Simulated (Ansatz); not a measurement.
Rows from a G0W0 calculation on InSe (P6_3/mmc) (Ansatz 0.2.0; G0W0 on PBE, plane waves, PAW; PAW set soft_1; 6×6×2 mesh, 984 empty bands, screening to 150 eV, PAW set soft_1 files), in eV. Spin-orbit coupling is left out.

The database entry behind the starting cell differs from later determinations by our own check (c about 1.7 % long), so it need not match the best structure at ambient conditions.

```
row      Σx     Σc     Vxc     Z
  A  -10.89  -3.64  -14.61  0.73
  B  -10.46  -3.27  -13.77  0.75
  C  -18.00   1.52  -15.74  0.71
  D  -16.24   0.80  -14.70  0.72
```

Which rows are filled states and which are empty ones, and how can one tell?

Filled: C and D. Empty: A and B. The sign of Σc tells: for a filled state bare exchange, which holds its interaction with itself, lies below Vxc (Σx − Vxc is -1.5 eV or lower here) and screening gives part back as a positive Σc. For an empty state Σx lies above Vxc (+3.3 eV or more) and the Coulomb hole leaves Σc negative.

[Paths, hosts, dates, memory and timing lines, banners, echoed tables and standing remarks are left out of the program output.]

[Logs are printed without paths, hosts, clocks, repeated set-up lines and the standing remarks that a program may print on its own settings, such as how far it seeks lower states.]

[Runs of the session that timed out or met a known fault of the program may be left out.]

[Cells called generated may have been cut or substituted from an entry of the Crystallography Open Database or the Materials Project.]

[Hosts, paths, dates, database ids (printed as entryN), source tags and the programs' standing remarks are cut or masked in the printed files.]
